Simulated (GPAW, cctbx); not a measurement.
# Reading charge transfer from structure factors

Tl3SnN2, P6/mmm (no. 191), a = 6.8119 Å, b = 6.8119 Å, c = 3.1761 Å, α = 90.00°, β = 90.00°, γ = 120.00°.

| atom | mult. | x | y | z |
| --- | --- | --- | --- | --- |
| Tl1 | 3 | 0 | 1/2 | 1/2 |
| Sn1 | 1 | 0 | 0 | 0 |
| N1 | 2 | 2/3 | 1/3 | 0 |

The cell comes from substitution in a known structure type and wasn't matched to any measured phase.

Absolute values of the static structure factors of the conventional cell from DFT (PBE, GPAW) against free spherical atoms, in electrons:

```csv
hkl,d (Å),free atoms,crystal
100,5.899,36.91,37.08
110,3.406,18.81,18.16
001,3.176,163.54,163.00
200,2.950,251.01,250.66
101,2.797,107.23,106.87
111,2.323,115.59,115.77
210,2.230,32.11,32.26
201,2.161,164.37,164.48
300,1.966,19.71,19.67
211,1.825,95.53,95.53
```

**Question.** Which way does charge move, and which reflections show it best?

Project each element's phase sum on the total phase. |F| rises if density moves to atoms that scatter in phase and falls if it moves to atoms that scatter against it; the rule is for low angles, since changes of shape take over beyond. Where all elements are in phase the terms compete, and the compactness of the donor's and the acceptor's density matters too.

| hkl | Tl in phase | Sn in phase | N in phase | change (e) | (%) |
| --- | --- | --- | --- | --- | --- |
| 100 | +1.0 | -1.0 | +1.0 | +0.17 | +0.5 |
| 110 | +1.0 | -1.0 | -2.0 | -0.65 | -3.4 |
| 001 | +3.0 | -1.0 | -2.0 | -0.54 | -0.3 |
| 200 | +3.0 | +1.0 | -1.0 | -0.35 | -0.1 |
| 101 | +1.0 | +1.0 | -1.0 | -0.36 | -0.3 |
| 111 | +1.0 | +1.0 | +2.0 | +0.19 | +0.2 |
| 210 | +1.0 | -1.0 | +1.0 | +0.14 | +0.4 |
| 201 | +3.0 | -1.0 | +1.0 | +0.12 | +0.1 |

Low-angle reflections that set elements apart and change by more than 0.05 e: 100, 110, 001, 200, 101, 210 and 201. The signs fit a gain of density on N and a loss on Tl, apart from 201. The best witness is 110, -3.4 %, where N enters with -2.0. The real-space density agrees: Voronoi charges Tl +0.26, Sn +0.01, N -0.40 e. The shortest bond, Tl–N, has Δρ = +0.02 e/Å³ at its midpoint, low for a shared bond; with the charge transfer this is a polar contact.

[Outputs are excerpts: Python notices, other lines and further rows are left out; steps that failed or that the build refused (PBEsol, TPSS) are not shown.]

[Logs are printed without paths, hosts, clocks, repeated set-up lines and the standing remarks that a program may print on its own settings, such as how far it seeks lower states.]
